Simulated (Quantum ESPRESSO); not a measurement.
# MnF2: which magnetic order is lowest, part 2 of 2

Aim: find out which collinear order of MnF2 costs least.

Quantum ESPRESSO 7.5; PBEsol; plane waves with GBRV 1.5 PBEsol potentials, no spin-orbit coupling.

So far, absolute magnetization (μB): step 2 (run 1 (ferro ++)) 10.0.

### 3. Run 2 (antiferro +−)

The input, pw.in:

```
&CONTROL
  calculation = 'scf'
  prefix = 'pwscf'
  outdir = './tmp'
  pseudo_dir = './pseudo'
  disk_io = 'nowf'
/
&SYSTEM
  ibrav = 0
  celldm(1) = 8
  nat = 6
  ntyp = 3
  ecutwfc = 40
  ecutrho = 280
  nbnd = 39
  occupations = 'smearing'
  smearing = 'fd'
  degauss = 0.00367493
  nspin = 2
  starting_magnetization(1) = 0.3
  starting_magnetization(2) = -0.3
  starting_magnetization(3) = 0
/
&ELECTRONS
  conv_thr = 1.2d-08
  electron_maxstep = 150
  mixing_beta = 0.3
/
ATOMIC_SPECIES
Mn1    54.9380 mn_pbesol_v1.5.uspp.F.UPF
Mn2    54.9380 mn_pbesol_v1.5.uspp.F.UPF
F      18.9984 f_pbesol_v1.4.uspp.F.UPF
CELL_PARAMETERS alat
   1.1512683982751    0.0000000000000    0.0000000000000
   0.0000000000000    1.1512683982751    0.0000000000000
   0.0000000000000    0.0000000000000    0.7820395350998
ATOMIC_POSITIONS crystal
Mn1     0.0000000000    0.0000000000    0.0000000000
Mn2     0.5000000000    0.5000000000    0.5000000000
F       0.3053000000    0.3053000000    0.0000000000
F       0.1947000000    0.8053000000    0.5000000000
F       0.6947000000    0.6947000000    0.0000000000
F       0.8053000000    0.1947000000    0.5000000000
K_POINTS automatic
6 6 6 0 0 0
```

Run with:

```bash
> OMP_NUM_THREADS=1 mpirun -n 4 pw.x -nk 4 -in pw.in > pw.out
```

Output:

```text
[banner, memory and clock lines left out]
Program PWSCF v.7.5 starts

     Message from routine setup:
     using ibrav=0 with symmetry is DISCOURAGED, use correct ibrav instead

     bravais-lattice index     =            0
     lattice parameter (alat)  =       8.0000  a.u.
     unit-cell volume          =     530.7034 (a.u.)^3
     number of atoms/cell      =            6
     number of atomic types    =            3
     number of electrons       =        58.00
     number of Kohn-Sham states=           39
     kinetic-energy cutoff     =      40.0000  Ry
     charge density cutoff     =     280.0000  Ry
     scf convergence threshold =      1.2E-08
     mixing beta               =       0.3000
     number of iterations used =            8  plain     mixing
     Exchange-correlation= SLA  PW   PSX  PSC
                           (   1   4  10   8   0   0   0)

     celldm(1)=   8.000000  celldm(2)=   0.000000  celldm(3)=   0.000000
     celldm(4)=   0.000000  celldm(5)=   0.000000  celldm(6)=   0.000000

     crystal axes: (cart. coord. in units of alat)
               a(1) = (   1.151268   0.000000   0.000000 )
               a(2) = (   0.000000   1.151268   0.000000 )
               a(3) = (   0.000000   0.000000   0.782040 )

     reciprocal axes: (cart. coord. in units 2 pi/alat)
               b(1) = (  0.868607  0.000000  0.000000 )
               b(2) = (  0.000000  0.868607  0.000000 )
               b(3) = (  0.000000  0.000000  1.278708 )

     PseudoPot. # 1 for Mn read from file:
     mn_pbesol_v1.5.uspp.F.UPF
     Pseudo is Ultrasoft + core correction, Zval = 15.0

     PseudoPot. # 2 for Mn read from file:
     mn_pbesol_v1.5.uspp.F.UPF
     Pseudo is Ultrasoft + core correction, Zval = 15.0

     PseudoPot. # 3 for F  read from file:
     f_pbesol_v1.4.uspp.F.UPF
     Pseudo is Ultrasoft, Zval =  7.0

     atomic species   valence    mass     pseudopotential
     Mn1              15.00    54.93800     Mn( 1.00)
     Mn2              15.00    54.93800     Mn( 1.00)
     F                 7.00    18.99840     F ( 1.00)

     Starting magnetic structure
     atomic species   magnetization
     Mn1             0.300
     Mn2            -0.300
     F               0.000

      8 Sym. Ops., with inversion, found

   Cartesian axes

     site n.     atom                  positions (alat units)
         1        Mn1    tau(   1) = (   0.0000000   0.0000000   0.0000000  )
         2        Mn2    tau(   2) = (   0.5756342   0.5756342   0.3910198  )
         3        F      tau(   3) = (   0.3514822   0.3514822   0.0000000  )
         4        F      tau(   4) = (   0.2241520   0.9271164   0.3910198  )
         5        F      tau(   5) = (   0.7997862   0.7997862   0.0000000  )
         6        F      tau(   6) = (   0.9271164   0.2241520   0.3910198  )

     number of k points=    52  Fermi-Dirac smearing, width (Ry)=  0.0037
                       cart. coord. in units 2pi/alat
        k(    1) = (   0.0000000   0.0000000   0.0000000), wk =   0.0046296
        k(    2) = (   0.0000000   0.0000000   0.2131180), wk =   0.0092593
        k(    3) = (   0.0000000   0.0000000   0.4262359), wk =   0.0092593
        k(    4) = (   0.0000000   0.0000000  -0.6393539), wk =   0.0046296
        k(    5) = (   0.0000000   0.1447679   0.0000000), wk =   0.0185185
        [... 47 further k-points ...]

     Dense  grid:    42069 G-vectors     FFT dimensions: (  50,  50,  36)

     Smooth grid:    18157 G-vectors     FFT dimensions: (  40,  40,  25)

     Check: negative core charge=   -0.000039
     Generating pointlists ...
     new r_m :   0.2050 (alat units)  1.6403 (a.u.) for type    1
     new r_m :   0.2050 (alat units)  1.6403 (a.u.) for type    2
     new r_m :   0.2050 (alat units)  1.6403 (a.u.) for type    3

     Initial potential from superposition of free atoms

     starting charge      56.9998, renormalised to      58.0000
     Starting wfcs are   42 randomized atomic wfcs

     Self-consistent Calculation

     iteration #  1     ecut=    40.00 Ry     beta= 0.30
     Davidson diagonalization with overlap
     ethr =  1.00E-02,  avg # of iterations =  2.4

     Threshold (ethr) on eigenvalues was too large:
     Diagonalizing with lowered threshold

     Davidson diagonalization with overlap
     ethr =  7.05E-04,  avg # of iterations =  1.4

     total energy              =    -616.49247708 Ry
     estimated scf accuracy    <       0.40848616 Ry

     total magnetization       =    -0.00 Bohr mag/cell
     absolute magnetization    =     9.56 Bohr mag/cell

     iteration #  2     ecut=    40.00 Ry     beta= 0.30
     Davidson diagonalization with overlap
     ethr =  7.04E-04,  avg # of iterations =  2.1

     total energy              =    -616.56377974 Ry
     estimated scf accuracy    <       0.04369250 Ry

     total magnetization       =     0.00 Bohr mag/cell
     absolute magnetization    =     9.53 Bohr mag/cell

     [... further iterations left out ...]

     iteration # 10     ecut=    40.00 Ry     beta= 0.30
     Davidson diagonalization with overlap
     ethr =  8.72E-11,  avg # of iterations =  2.0

     negative rho (up, down):  6.888E-04 6.888E-04

     total energy              =    -616.57749220 Ry
     estimated scf accuracy    <       0.00000003 Ry

     total magnetization       =     0.00 Bohr mag/cell
     absolute magnetization    =     9.59 Bohr mag/cell

     iteration # 11     ecut=    40.00 Ry     beta= 0.30
     Davidson diagonalization with overlap
     ethr =  5.88E-11,  avg # of iterations =  2.8

     negative rho (up, down):  6.886E-04 6.886E-04

     Magnetic moment per site  (integrated on atomic sphere of radius R)
     atom   1 (R=0.205)  charge= 12.3481  magn=  4.1402
     atom   2 (R=0.205)  charge= 12.3481  magn= -4.1402
     atom   3 (R=0.205)  charge=  6.6911  magn= -0.0307
     atom   4 (R=0.205)  charge=  6.6911  magn=  0.0307
     atom   5 (R=0.205)  charge=  6.6911  magn= -0.0307
     atom   6 (R=0.205)  charge=  6.6911  magn=  0.0307

     End of self-consistent calculation

     Number of k-points >= 100: set verbosity='high' to print the bands.

     the Fermi energy is     7.6867 ev

!    total energy              =    -616.57749225 Ry
     estimated scf accuracy    <          4.2E-10 Ry
     smearing contrib. (-TS)   =      -0.00000000 Ry
     internal energy E=F+TS    =    -616.57749225 Ry

     The total energy is F=E-TS. E is the sum of the following terms:
     one-electron contribution =    -374.70291271 Ry
     hartree contribution      =     212.24768333 Ry
     xc contribution           =     -89.93592393 Ry
     ewald contribution        =    -364.18633894 Ry

     total magnetization       =    -0.00 Bohr mag/cell
     absolute magnetization    =     9.59 Bohr mag/cell

     convergence has been achieved in  11 iterations
```

Elapsed: 74 s, on 4 MPI ranks of Intel Xeon Platinum 8488C (Sapphire Rapids), shared host; peak memory 0.59 GiB; 4.8 min of CPU time.

Spin moment in the atom's sphere by atom:

| atom | spin moment in the atom's sphere (μB) |
| --- | --- |
| Mn1 | 4.14 |
| Mn2 | -4.14 |
| F3 | -0.03 |
| F4 | 0.03 |
| F5 | -0.03 |
| F6 | 0.03 |

Numbers from this step:

```yaml
smearing_term_ts: 2.03e-10 eV
magnetization: 0 μB
absolute_magnetization: 9.586 μB
final_state: antiferromagnetic
```

Spin density in the ab plane at fractional z = 0.000, with atoms of Mn and F within 0.2 Å of it.

Ten even steps from '0' (-0.1 e/Å³) to '9' (6.8 e/Å³), each cell a mean:
```
73000000000015
10000000000001
00000000000000
00000000000000
00000000000000
00000000000000
00000000000000
00000000000000
00000000000000
00000000000000
00000000000000
41000000000002
94100000000027
```
Columns run along a (4.9 Å), rows up along b (4.9 Å). Atoms in or near the plane, at fractional coordinates: Mn at (0.00, 0.00), F at (0.31, 0.31), F at (0.69, 0.69).

Valence density in the ab plane at fractional z = 0.000, with atoms of Mn and F within 0.2 Å of it. It is the smooth field of the valence electrons, not physical close to the nuclei.

Ten steps, logarithmic in the rise over the least value, from '0' (0 e/Å³) to '9' (16 e/Å³), each cell a mean:
```
98410000001269
64200000233235
21000002477522
00000003699631
00000002588520
00000011354310
00123211111100
01357631000000
01479841000000
12478741000000
43345420000023
86322100000147
99510000000279
```
Columns run along a (4.9 Å), rows up along b (4.9 Å). Atoms in or near the plane, at fractional coordinates: Mn at (0.00, 0.00), F at (0.31, 0.31), F at (0.69, 0.69).

### 4. Run 3, typed as no spin polarisation

pw.in: that of step 3 with these lines changed.

```diff
@@ -11,3 +11,3 @@
   nat = 6
-  ntyp = 3
+  ntyp = 2
   ecutwfc = 40
@@ -18,6 +18,2 @@
   degauss = 0.00367493
-  nspin = 2
-  starting_magnetization(1) = 0.3
-  starting_magnetization(2) = -0.3
-  starting_magnetization(3) = 0
 /
@@ -29,4 +25,3 @@
 ATOMIC_SPECIES
-Mn1    54.9380 mn_pbesol_v1.5.uspp.F.UPF
-Mn2    54.9380 mn_pbesol_v1.5.uspp.F.UPF
+Mn     54.9380 mn_pbesol_v1.5.uspp.F.UPF
 F      18.9984 f_pbesol_v1.4.uspp.F.UPF
@@ -37,4 +32,4 @@
 ATOMIC_POSITIONS crystal
-Mn1     0.0000000000    0.0000000000    0.0000000000
-Mn2     0.5000000000    0.5000000000    0.5000000000
+Mn      0.0000000000    0.0000000000    0.0000000000
+Mn      0.5000000000    0.5000000000    0.5000000000
 F       0.3053000000    0.3053000000    0.0000000000
```

Output:

```text
     [... lines left out ...]
Program PWSCF v.7.5 starts
     [... lines left out ...]
     number of atoms/cell      =            6
     [... lines left out ...]
     number of electrons       =        58.00
     number of Kohn-Sham states=           39
     kinetic-energy cutoff     =      40.0000  Ry
     charge density cutoff     =     280.0000  Ry
     scf convergence threshold =      1.2E-08
     [... lines left out ...]
     16 Sym. Ops., with inversion, found ( 8 have fractional translation)
     [... lines left out ...]
     number of k points=    40  Fermi-Dirac smearing, width (Ry)=  0.0037
     [... lines left out ...]
     iteration # 11     ecut=    40.00 Ry     beta= 0.30
     [... lines left out ...]
     the Fermi energy is     7.0213 ev
!    total energy              =    -616.12312896 Ry
     estimated scf accuracy    <          3.7E-09 Ry
     smearing contrib. (-TS)   =      -0.01046482 Ry
     [... lines left out ...]
     convergence has been achieved in  11 iterations
```

Wall time 25 s (4 MPI ranks); peak memory 0.46 GiB; 95 s of CPU time.

Read from the output:

- smearing term TS: 0.1424 eV
- final state: non-magnetic (no spin polarisation)

### 5. Ranking

An order is kept where moments of 0.15 μB or more survive with the typed signs; meshes match where a doubled cell samples the same k points as the first cell.

Orders:

| start | final state | typed order kept | energy over the lowest (meV a seeded atom) | largest site moment (μB) | net moment (μB a cell of the first run) | mesh matched | CPU time (s) |
| --- | --- | --- | --- | --- | --- | --- | --- |
| ferro ++ | ferromagnetic | yes | 56.89 | 4.181 | 10 | yes | 140.7 |
| antiferro +- | antiferromagnetic | yes | 0 | 4.14 | 0 | yes | 289.4 |
| no spin polarisation | non-magnetic | - | 3091 | 0 | 0 | yes | 95.14 |

### 6. What came out

```yaml
lowest_state_found: antiferromagnetic (from antiferro +-)
largest_site_moment: 4.14 μB
next_state_with_moments: ferromagnetic, 56.9 meV a seeded atom higher
state_without_moments: 3091 meV a seeded atom higher
```

**Reading.** Forming the moments gains more than four times the spread of the orders, as local moments do. This is the lowest of 3 collinear or spinless starts, no proof of the ground state. No Hubbard term acts here. In such compounds local and semilocal functionals without one often delocalise the d electrons, and can shrink or lose moments and miss the size, sign and order of the couplings.

[Logs and program files are shortened in this print: banners, set-up blocks, solver, clock and traceback lines can be left out without a mark of their own.]

[Logs are printed without paths, hosts, clocks, repeated set-up lines and the standing remarks that a program may print on its own settings, such as how far it seeks lower states.]

[Hosts, paths, dates, database ids (printed as entryN), source tags and the programs' standing remarks are cut or masked in the printed files.]

[Where a cell is said to come from a database of computed structures, the database is the Materials Project.]
